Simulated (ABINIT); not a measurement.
# SiO2 (Quartz): G0W0 with ABINIT, start to end, part 3 of 3

Aim: the G0W0 gap of SiO2 (Quartz) on PBE, step by step.

ABINIT 10.8.3; PBE and many-body steps on it, plane waves. Known limits of the many-body steps: not at the basis limit; coarse k mesh.

So far. Step 4 (Empty states on the mesh, 3×3×2 mesh, 462 bands): On this mesh the gap is 6.038 eV. Step 5 (Screening, 3×3×2 mesh, 420 bands, screening to 274.8 eV): Local fields lower ε∞ by 9 %. On a Γ-centred mesh this coarse the value itself is usually too large, while a short band sum pulls it down.

### 6. Self-energy, 3×3×2 mesh, 420 bands, screening to 274.8 eV

The self-energy is evaluated for the states that the input lists, and the levels follow from it, in one-shot runs by the linearised quasiparticle equation.

This step: G0W0 on PBE, plane waves, norm-conserving pseudopotentials.

File run.abi:

```
acell 3*1.0 Angstrom
rprim 
  4.915799999986 0.000000000003 0.000000000000
  -2.457899999996 4.257207679910 0.000000000000
  0.000000000000 0.000000000000 5.409100000000
ntypat 2
znucl 14 8
natom 9
typat 1 1 1 2 2 2 2 2 2
xred 
  0.530300000000 0.000000000000 0.333333333333
  0.000000000000 0.530300000000 0.666666666667
  0.469700000000 0.469700000000 -0.000000000000
  0.146200000000 0.414200000000 0.881000000000
  0.585800000000 0.732000000000 0.214333333333
  0.268000000000 0.853800000000 0.547666666667
  0.414200000000 0.146200000000 0.119000000000
  0.732000000000 0.585800000000 0.785666666667
  0.853800000000 0.268000000000 0.452333333333
pp_dirpath "pseudos"
pseudos "Si.upf, O.upf"
ecut 36
ngkpt 3 3 2
nshiftk 1
shiftk 0 0 0
kptopt 1
chksymbreak 0
istwfk *1
occopt 1
irdwfk 1
optdriver 4
nband 420
gwcalctyp 0
ecutsigx 36
symsigma 1
nkptgw 3
kptgw 
  0.3333333333 0.3333333333 0.0000000000
  0.0000000000 0.0000000000 0.0000000000
  0.0000000000 0.0000000000 0.5000000000
bdgw 
  22 26
  23 27
  22 26
ecuteps 10.1
irdscr 1
ppmodel 1
indata_prefix "in"
outdata_prefix "out"
tmpdata_prefix "tmp"
```

Command:

```bash
OMP_NUM_THREADS=1 mpirun -n 4 abinit run.abi > log
```

Numbers of over 12 decimals in the logs are rounded to 6 here.

The program printed:

```text
.Version 10.8.3 of ABINIT. v10.8.2 released Aug 2026.

 Symmetries : space group P3_1 2 1 (#152); Bravais hP (primitive hexag.)
[... echo of the input left out ...]
== DATASET  1 ==================================================================
-   mpi_nproc: 4, omp_nthreads: 1 (-1 if OMP is not activated)

--- !DatasetInfo
iteration_state: {dtset: 1, }
dimensions: {natom: 9, nkpt: 6, mband: 420, nsppol: 1, nspinor: 1, nspden: 1, mpw: 7935, }
cutoff_energies: {ecut:  36.0, pawecutdg:  -1.0, }
electrons: {nelect:   4.80000000E+01, charge:   0.00000000E+00, occopt:   1.00000000E+00, tsmear:   1.00000000E-02, }

 SIGMA: Calculation of the GW corrections

 Based on a program developped by R.W. Godby, V. Olevano, G. Onida, and L. Reining.
 Incorporated in ABINIT by V. Olevano, G.-M. Rignanese, and M. Torrent.
.Using double precision arithmetic ; gwpc =  8

[... cell and pseudopotentials left out ...]
--------------------------------------------------------------------------------

 ==== K-mesh for the wavefunctions ====
 Number of points in the irreducible wedge :     6
[... list of points left out ...]
 Together with  6 symmetry operations and time-reversal symmetry
 yields    18 points in the full Brillouin Zone.

 ==== Q-mesh for screening function ====
 Number of points in the irreducible wedge :     6
[... list of points left out ...]
 Together with  6 symmetry operations and time-reversal symmetry
 yields    18 points in the full Brillouin Zone.

 vcoul_init : cutoff-mode = AUXILIARY_FUNCTION
 q-points for optical limit:   1
     1)      0.000010    0.000020    0.000030
 setmesh: FFT mesh size selected  =    45x   45x   60
          total number of points  =       121500

 Number of electrons calculated from density =   48.0000; Expected =   48.0000
 average of density, n =  0.062835
 r_s =    1.5604
 omega_plasma =   24.1800 [eV]

 === KS Band Gaps ===
  >>>> For spin  1
   Minimum direct gap =   6.3514 [eV], located at k-point      :   0.0000  0.0000  0.0000
   Fundamental gap    =   6.0382 [eV], Top of valence bands at :   0.3333  0.3333  0.0000
                                       Bottom of conduction at :   0.0000  0.0000  0.0000
 SIGMA fundamental parameters:
 PLASMON POLE MODEL  1
 number of plane-waves for SigmaX                 7935
 number of plane-waves for SigmaC and W           1155
 number of plane-waves for wavefunctions          7935
 number of bands                                   420
 number of independent spin polarizations            1
 number of spinorial components                      1
 number of k-points in IBZ                           6
 number of q-points in IBZ                           6
 number of symmetry operations                       6
 number of k-points in BZ                           18
 number of q-points in BZ                           18
 number of frequencies for dSigma/dE                 9
 frequency step for dSigma/dE [eV]                0.25
 number of omega for Sigma on real axis              0
 max omega for Sigma on real axis  [eV]           0.00
 zcut for avoiding poles [eV]                     0.10

 EPSILON^-1 parameters (SCR file):
 dimension of the eps^-1 matrix on file           1155
 dimension of the eps^-1 matrix used              1155
 number of plane-waves for wavefunctions          7935
 number of bands                                   420
 number of q-points in IBZ                           6
 number of frequencies                               2
 number of real frequencies                          1
 number of imag frequencies                          1

 matrix elements of self-energy operator (all in [eV])

 Perturbative Calculation

--- !SelfEnergy_ee
iteration_state: {dtset: 1, }
kpoint     : [   0.333,    0.333,    0.000, ]
spin       : 1
KS_gap     :    8.953
QP_gap     :   12.083
Delta_QP_KS:    3.130
data: !SigmaeeData |
     Band     E0 <VxcDFT>   SigX SigC(E0)      Z dSigC/dE  Sig(E)    E-E0       E
       22  -0.238 -19.753 -25.566   3.739   0.812  -0.231 -21.438  -1.685  -1.923
       23  -0.238 -19.753 -25.566   3.739   0.812  -0.231 -21.438  -1.685  -1.923
       24   0.197 -20.113 -25.806   3.708   0.813  -0.230 -21.727  -1.614  -1.417
       25   9.150 -12.396  -7.182  -3.444   0.857  -0.167 -10.880   1.516  10.666
       26   9.150 -12.396  -7.182  -3.444   0.857  -0.167 -10.880   1.516  10.666

--- !SelfEnergy_ee
iteration_state: {dtset: 1, }
kpoint     : [   0.000,    0.000,    0.000, ]
spin       : 1
KS_gap     :    6.351
QP_gap     :    9.136
Delta_QP_KS:    2.784
data: !SigmaeeData |
     Band     E0 <VxcDFT>   SigX SigC(E0)      Z dSigC/dE  Sig(E)    E-E0       E
       23  -0.116 -19.544 -25.286   3.672   0.814  -0.229 -21.228  -1.684  -1.800
       24  -0.116 -19.544 -25.286   3.672   0.814  -0.229 -21.228  -1.684  -1.800
       25   6.235 -10.959  -6.503  -3.187   0.867  -0.153  -9.859   1.100   7.335
       26   9.528 -10.453  -5.270  -3.600   0.865  -0.157  -9.084   1.369  10.897
       27   9.528 -10.453  -5.270  -3.600   0.865  -0.157  -9.084   1.369  10.897

--- !SelfEnergy_ee
iteration_state: {dtset: 1, }
kpoint     : [   0.000,    0.000,    0.500, ]
spin       : 1
KS_gap     :    8.062
QP_gap     :   11.087
Delta_QP_KS:    3.025
data: !SigmaeeData |
     Band     E0 <VxcDFT>   SigX SigC(E0)      Z dSigC/dE  Sig(E)    E-E0       E
       22  -0.014 -19.915 -25.689   3.732   0.813  -0.231 -21.574  -1.659  -1.673
       23  -0.014 -19.915 -25.689   3.732   0.813  -0.231 -21.574  -1.659  -1.673
       24   0.108 -19.970 -25.710   3.718   0.813  -0.231 -21.613  -1.643  -1.535
       25   8.171 -12.281  -7.438  -3.235   0.859  -0.164 -10.900   1.381   9.552
       26   8.171 -12.281  -7.438  -3.235   0.859  -0.164 -10.900   1.381   9.552

== END DATASET(S) ==============================================================
================================================================================

 -outvars: echo values of variables after computation  --------
           etotal      0.0000000000E+00
            nband         420
             nkpt           6
          spgroup         152
 [... the other variables as echoed above ...]

 Calculation completed.
```

The job ended after 8.6 min (4 MPI ranks of Arm Neoverse V2, shared host; peak memory 5 GiB; 35 min of CPU time).

Numbers from this step:

| Item | Value |
| --- | --- |
| G0W0 gap on the points computed | 8.752 eV |
| starting gap on the mesh | 6.038 eV |
| k of the valence top | 0.3333, 0.3333, 0 |
| k of the conduction bottom | 0, 0, 0 |
| Z at the valence top | 0.813 |
| Z at the conduction bottom | 0.867 |
| least direct G0W0 gap on the computed points | 9.135 eV |

The gap on the mesh goes from 6.04 eV to 8.75 eV, a correction of +2.71 eV.

Limits: finite bands, cutoff and mesh; coarse k mesh. v1 is the top filled band, c1 the lowest empty one. Levels before and after the correction, in eV, zero at the valence-band top of each column:

|  | conduction bottom | valence top |
| --- | --- | --- |
| Kohn-Sham | 6.04 | 0.00 |
| G0W0 | 8.75 | 0.00 |

|  | level | energy (eV) |
| --- | --- | --- |
| Kohn-Sham | (0.333 0.333 0) v3-v2 | -0.436 |
| Kohn-Sham | (0.333 0.333 0) v1 | 0.000 |
| Kohn-Sham | (0.333 0.333 0) c1-c2 | 8.953 |
| Kohn-Sham | Γ v2-v1 | -0.313 |
| Kohn-Sham | Γ c1 | 6.038 |
| Kohn-Sham | Γ c2-c3 | 9.331 |
| G0W0 | (0.333 0.333 0) v3-v2 | -0.506 |
| G0W0 | (0.333 0.333 0) v1 | 0.000 |
| G0W0 | (0.333 0.333 0) c1-c2 | 12.083 |
| G0W0 | Γ v2-v1 | -0.383 |
| G0W0 | Γ c1 | 8.752 |
| G0W0 | Γ c2-c3 | 12.314 |

### 7. Where the time went

Times are wall times on 4 MPI ranks of Arm Neoverse V2, shared host, good to a factor of about two.

| step | time | share | memory (GiB) |
| --- | --- | --- | --- |
| ground state | 64 s | 4 % | 0.49 |
| bands along the symmetry lines | 46 s | 3 % | 0.48 |
| empty states on the mesh | 7.5 min | 27 % | 0.75 |
| screening | 10 min | 36 % | 3.7 |
| self-energy | 8.6 min | 31 % | 5.0 |

### 8. Results

* PBE gap: 6.04 eV, indirect
* G0W0 gap on the mesh: 8.75 eV
* GW settings: 3×3×2 mesh, 420 bands, screening to 274.8 eV, Godby-Needs plasmon pole
* known limits: not at the basis limit; coarse k mesh

**Reading.** G0W0 moves the gap on the mesh from 6.04 eV to 8.75 eV (+2.71 eV), with Z of 0.81 and 0.87 at the edges. Local fields lower the RPA ε∞ on this mesh from 2.54 to 2.32; a Γ-centred mesh this coarse tends to raise both, most where the direct gap is narrow, while a short band sum lowers them. Only 3 of the mesh's irreducible points were corrected, so a valley elsewhere could overtake. Bands and cutoff are finite, so the gap is not at the basis limit. The miss can reach some tenths of an eV and take either sign; the mesh is an error of its own. In the G0W0 run levels were corrected at 3 k points alone, so a gap called «on the mesh» is the least over those, and an edge elsewhere would be missed. The 3×3×2 mesh is coarse for this cell, which bears on the long-range parts of exchange and screening.

[Paths, hosts, dates, memory and timing lines, banners, echoed tables and standing remarks are left out of the program output.]

[Logs are printed without paths, hosts, clocks, repeated set-up lines and the standing remarks that a program may print on its own settings, such as how far it seeks lower states.]

[Runs of the session that timed out or met a known fault of the program may be left out.]

[Hosts, paths, dates, database ids (printed as entryN), source tags and the programs' standing remarks are cut or masked in the printed files.]

[G0W0 gaps are taken among the corrected bands and points alone; a level outside them can change the order at an edge.]

[Where Ansatz stands beside ABINIT at settings called matched, ABINIT's density can come from a denser mesh and the files from another edition; pairs whose starting gaps differed by over 0.03 eV were left out, so agreement reads better than it is.]
